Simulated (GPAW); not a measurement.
# Li/Ag(111): work function by functional and basis, part 2 of 3

Aim: the work function of both faces of Li/Ag(111), and its spread over functionals and bases.

GPAW 26.7.0; GPAW, PAW setups; slab in vacuum, relaxation (the session's first sound run).

So far, upper work function (eV): step 2 (relaxation, PBE, GPAW) 3.58; step 4 (self-consistent run: xc = "vdW-DF2", GPAW, PAW setups, GPAW) 3.70.

## (5) Self-consistent run: xc = "LDA"

The same geometry under LDA, to see how far the functional moves the levels against the vacuum.

The input, run.py:

```python
import json
import numpy as np
from ase import Atoms
from gpaw import GPAW, PW

slab = Atoms(
    ['Ag', 'Ag', 'Ag', 'Ag', 'Li'],
    positions=[
        [0.00000, 0.00000, 7.00000],
        [1.44603, 0.83487, 9.36136],
        [2.89207, 1.66974, 11.76200],
        [-0.00000, 0.00000, 14.19918],
        [1.44603, 0.83487, 16.32796]],
    cell=[[2.89207, 0.0, 0.0], [1.44603, 2.5046, 0.0], [0.0, 0.0, 23.41407]],
    pbc=[True, True, False])

slab.calc = GPAW(mode=PW(400), xc='LDA', kpts={'size': (12, 12, 1), 'gamma': True},
                 occupations={'name': 'fermi-dirac', 'width': 0.1}, nbands='300%',
                 convergence={'density': 1e-05}, maxiter=200,
                 poissonsolver={'dipolelayer': 'xy'},
                 symmetry={'tolerance': 1e-3}, txt='slab.txt')
result = {}
energy = slab.get_potential_energy()
fermi = slab.calc.get_fermi_level()
v = slab.calc.get_electrostatic_potential().mean((0, 1)) - fermi
n = slab.calc.get_pseudo_density().mean((0, 1))
L = slab.cell[2, 2]
z = np.arange(len(v)) * L / len(v)
low, high = slab.positions[:, 2].min(), slab.positions[:, 2].max()
below, above = np.interp([low - 4.8, high + 4.8], z, v)
slopes = [np.interp(x, z, np.gradient(v, z)) for x in (low - 4.8, high + 4.8)]
eps = np.array([[slab.calc.get_eigenvalues(k, s) for k in range(len(slab.calc.get_ibz_k_points()))]
                for s in range(slab.calc.get_number_of_spins())]) - fermi
top, bottom = eps[eps < 0].max(), eps[eps > 0].min()
dipole = slab.get_dipole_moment()[2]
print(f'energy {energy:.4f} eV, Fermi level {fermi:.4f} eV, dipole {dipole:.5f} e A')
print(f'potential 4.8 A off the faces, from the Fermi level: lower {below:.4f} eV, upper {above:.4f} eV')
print(f'slope of the potential there: lower {slopes[0]:.5f}, upper {slopes[1]:.5f} eV/A')
print(f'nearest levels on the mesh: {top:.4f} and {bottom:.4f} eV')
print('magnetic moment', round(slab.get_magnetic_moment(), 3))
result.update(energy=energy, fermi=fermi, dipole=dipole, below=below, above=above, slopes=slopes, edges=[top, bottom],
              z=z.tolist(), v=v.tolist(), n=n.tolist(), positions=slab.positions.tolist(),
              forces=slab.get_forces(apply_constraint=False).tolist(), moments=slab.get_magnetic_moments().tolist())
json.dump(result, open('result.json', 'w'))
```

Run with:

```console
> OMP_NUM_THREADS=1 OPENBLAS_NUM_THREADS=1 python run.py
```

The log of the run:

```text
energy -16.8000 eV, Fermi level 1.1670 eV, dipole 0.04918 e A
potential 4.8 A off the faces, from the Fermi level: lower 4.8948 eV, upper 3.6657 eV
slope of the potential there: lower -0.00061, upper 0.00392 eV/A
nearest levels on the mesh: -0.0652 and 0.0091 eV
magnetic moment 0.0
```

The job ended after 4.1 min (1 thread of Arm Neoverse V1, shared host; peak memory 0.27 GiB).

Numbers from this step:

* dipole along the normal: 0.04918 e·Å
* levels nearest the Fermi level on the mesh: -0.06521, 0.009135 eV from the Fermi level
* upper work function: 3.666 eV
* lower work function: 4.895 eV

Electrostatic potential energy of an electron (without an applied field's), less the Fermi level, planar mean against z:

```
z (Å)  electrostatic potential energy of an electron (without an applied field's), less the Fermi level, planar mean (eV)
  0.0                                                                                                                4.28
  0.5                                                                                                                4.90
  1.0                                                                                                                4.90
  1.5                                                                                                                4.90
  2.0                                                                                                                4.89
  2.5                                                                                                                4.89
  3.0                                                                                                                4.89
  3.5                                                                                                                4.89
  4.0                                                                                                                4.88
  4.5                                                                                                                4.83
  5.0                                                                                                                4.64
  5.5                                                                                                                3.97
  6.0                                                                                                                1.34
  6.5                                                                                                               -8.52
  7.0                                                                                                               -20.1
  7.5                                                                                                               -8.53
  8.0                                                                                                               0.683
  8.5                                                                                                              -0.792
  9.0                                                                                                               -13.2
  9.5                                                                                                               -19.1
 10.0                                                                                                               -4.82
 10.5                                                                                                                1.41
 11.0                                                                                                               -2.11
 11.5                                                                                                               -16.1
 12.0                                                                                                               -16.7
 12.5                                                                                                               -2.55
 13.0                                                                                                                1.60
 13.5                                                                                                               -3.43
 14.0                                                                                                               -17.8
 14.5                                                                                                               -15.0
 15.0                                                                                                               -1.75
 15.5                                                                                                               0.903
 16.0                                                                                                               -2.27
 16.5                                                                                                               -3.87
 17.0                                                                                                              -0.630
 17.5                                                                                                                1.63
 18.0                                                                                                                2.79
 18.5                                                                                                                3.31
 19.0                                                                                                                3.53
 19.5                                                                                                                3.62
 20.0                                                                                                                3.65
 20.5                                                                                                                3.66
 21.0                                                                                                                3.67
 21.5                                                                                                                3.67
 22.0                                                                                                                3.67
 22.5                                                                                                                3.67
 23.0                                                                                                                3.69
```

The upper face's work function is 3.666 eV, against 3.582 eV in the first plane-wave PBE run at this geometry.

## (6) Self-consistent run: xc = "RPBE"

The same geometry under RPBE, to see how far the functional moves the levels against the vacuum.

run.py, as its differences from that of step 5:

```diff
@@ -16,3 +16,3 @@
 
-slab.calc = GPAW(mode=PW(400), xc='LDA', kpts={'size': (12, 12, 1), 'gamma': True},
+slab.calc = GPAW(mode=PW(400), xc='RPBE', kpts={'size': (12, 12, 1), 'gamma': True},
                  occupations={'name': 'fermi-dirac', 'width': 0.1}, nbands='300%',
```

The log of the run:

```text
energy -10.5857 eV, Fermi level 1.6041 eV, dipole 0.02958 e A
potential 4.8 A off the faces, from the Fermi level: lower 4.2767 eV, upper 3.5374 eV
slope of the potential there: lower -0.00104, upper 0.00408 eV/A
nearest levels on the mesh: -0.0641 and 0.0049 eV
magnetic moment 0.0
```

Run time: 4 min. Hardware: 1 thread; peak memory 0.27 GiB.

Numbers from this step:

| Quantity | Value |
| --- | --- |
| dipole along the normal | 0.02958 e·Å |
| levels nearest the Fermi level on the mesh | -0.06413, 0.004929 eV from the Fermi level |
| upper work function | 3.537 eV |
| lower work function | 4.277 eV |

Electrostatic potential energy of an electron (without an applied field's), less the Fermi level, planar mean against z:

```
z (Å)  electrostatic potential energy of an electron (without an applied field's), less the Fermi level, planar mean (eV)
  0.0                                                                                                                3.91
  0.5                                                                                                                4.28
  1.0                                                                                                                4.28
  1.5                                                                                                                4.28
  2.0                                                                                                                4.28
  2.5                                                                                                                4.28
  3.0                                                                                                                4.27
  3.5                                                                                                                4.27
  4.0                                                                                                                4.25
  4.5                                                                                                                4.19
  5.0                                                                                                                4.00
  5.5                                                                                                                3.31
  6.0                                                                                                               0.710
  6.5                                                                                                               -9.06
  7.0                                                                                                               -20.6
  7.5                                                                                                               -9.09
  8.0                                                                                                             0.00803
  8.5                                                                                                               -1.45
  9.0                                                                                                               -13.7
  9.5                                                                                                               -19.5
 10.0                                                                                                               -5.42
 10.5                                                                                                               0.741
 11.0                                                                                                               -2.74
 11.5                                                                                                               -16.6
 12.0                                                                                                               -17.2
 12.5                                                                                                               -3.17
 13.0                                                                                                               0.944
 13.5                                                                                                               -4.03
 14.0                                                                                                               -18.3
 14.5                                                                                                               -15.5
 15.0                                                                                                               -2.28
 15.5                                                                                                               0.431
 16.0                                                                                                               -2.61
 16.5                                                                                                               -4.08
 17.0                                                                                                              -0.768
 17.5                                                                                                                1.54
 18.0                                                                                                                2.69
 18.5                                                                                                                3.20
 19.0                                                                                                                3.41
 19.5                                                                                                                3.49
 20.0                                                                                                                3.52
 20.5                                                                                                                3.53
 21.0                                                                                                                3.54
 21.5                                                                                                                3.54
 22.0                                                                                                                3.54
 22.5                                                                                                                3.54
 23.0                                                                                                                3.55
```

The upper face's work function is 3.537 eV, against 3.582 eV in the first plane-wave PBE run at this geometry.

## (7) Self-consistent run: xc = "revPBE"

The same geometry under revPBE, to see how far the functional moves the levels against the vacuum.

run.py, as its differences from that of step 6:

```diff
@@ -16,3 +16,3 @@
 
-slab.calc = GPAW(mode=PW(400), xc='RPBE', kpts={'size': (12, 12, 1), 'gamma': True},
+slab.calc = GPAW(mode=PW(400), xc='revPBE', kpts={'size': (12, 12, 1), 'gamma': True},
                  occupations={'name': 'fermi-dirac', 'width': 0.1}, nbands='300%',
```

The log of the run:

```text
energy -10.9503 eV, Fermi level 1.5821 eV, dipole 0.03074 e A
potential 4.8 A off the faces, from the Fermi level: lower 4.3022 eV, upper 3.5340 eV
slope of the potential there: lower -0.00102, upper 0.00392 eV/A
nearest levels on the mesh: -0.0644 and 0.0054 eV
magnetic moment 0.0
```

Wall time 4 min (1 thread); peak memory 0.27 GiB.

This step gave:

* dipole along the normal: 0.03074 e·Å
* levels nearest the Fermi level on the mesh: -0.06439, 0.005361 eV from the Fermi level
* upper work function: 3.534 eV
* lower work function: 4.302 eV

The electrostatic potential energy of an electron (without an applied field's), less the Fermi level, planar mean oscillates, so the rows of the table below give means over windows of 2.38 Å about each position, cut where the curve ends. Its maxima inside the range that stand out by 2 % of the span (Å: eV): 8.1: 0.586, 10.5: 0.840, 13.0: 0.997, 15.4: 0.537. Its minima: 7.0: -20.6, 9.3: -20.8, 11.8: -20.6, 14.2: -20.9, 16.4: -4.45.

The electrostatic potential energy of an electron (without an applied field's), less the Fermi level, planar mean by z; means over each step:

z (Å), electrostatic potential energy of an electron (without an applied field's), less the Fermi level, planar mean (eV) and a bar from the least value:
```
     1.19        4.3 ##############################
     3.57        4.3 ##############################
     5.95       -3.5 ############
     8.33       -8.4 
    10.71       -8.0 #
    13.09       -7.7 ##
    15.47       -4.7 #########
    17.85        1.7 ########################
    20.23        3.5 ############################
    22.61        3.6 ############################
```

The upper face's work function is 3.534 eV, against 3.582 eV in the first plane-wave PBE run at this geometry.

## (8) OptPBE vdW: xc = "optPBE-vdW"

The same geometry under optPBE-vdW, to see how far the functional moves the levels against the vacuum (the van der Waals functionals take revPBE setups).

run.py, as its differences from that of step 7:

```diff
@@ -16,3 +16,3 @@
 
-slab.calc = GPAW(mode=PW(400), xc='revPBE', kpts={'size': (12, 12, 1), 'gamma': True},
+slab.calc = GPAW(mode=PW(400), xc='optPBE-vdW', kpts={'size': (12, 12, 1), 'gamma': True},
                  occupations={'name': 'fermi-dirac', 'width': 0.1}, nbands='300%',
```

The log of the run:

```text
energy -72.7890 eV, Fermi level 1.4416 eV, dipole 0.03916 e A
potential 4.8 A off the faces, from the Fermi level: lower 4.6538 eV, upper 3.6742 eV
slope of the potential there: lower -0.00145, upper 0.00648 eV/A
nearest levels on the mesh: -0.0023 and 0.0406 eV
magnetic moment 0.0
```

The job ended after 4.2 min (1 thread; peak memory 0.39 GiB).

This step gave:

| Quantity | Value |
| --- | --- |
| dipole along the normal | 0.03916 e·Å |
| levels nearest the Fermi level on the mesh | -0.002294, 0.04061 eV from the Fermi level |
| upper work function | 3.674 eV |
| lower work function | 4.654 eV |

The electrostatic potential energy of an electron (without an applied field's), less the Fermi level, planar mean oscillates, so the rows of the table below give means over windows of 2.38 Å about each position, cut where the curve ends. Its maxima inside the range that stand out by 2 % of the span (Å: eV): 8.1: 0.569, 10.5: 0.814, 13.0: 0.974, 15.4: 0.571. Its minima: 7.0: -20.5, 9.3: -20.7, 11.8: -20.5, 14.2: -20.8, 16.4: -4.37.

The electrostatic potential energy of an electron (without an applied field's), less the Fermi level, planar mean by z; means over each step:

z (Å), electrostatic potential energy of an electron (without an applied field's), less the Fermi level, planar mean (eV) and a bar from the least value:
```
     1.19        4.6 ##############################
     3.57        4.6 ##############################
     5.95       -3.4 ############
     8.33       -8.4 
    10.71       -8.0 #
    13.09       -7.6 ##
    15.47       -4.6 #########
    17.85        1.7 #######################
    20.23        3.6 ############################
    22.61        3.7 ############################
```

The upper face's work function is 3.674 eV, against 3.582 eV in the first plane-wave PBE run at this geometry.

[end of part 2 of 3]

[Logs are printed without paths, hosts, clocks, repeated set-up lines and the standing remarks that a program may print on its own settings, such as how far it seeks lower states.]

[Hosts, paths, dates, database ids (printed as entryN), source tags and the programs' standing remarks are cut or masked in the printed files.]
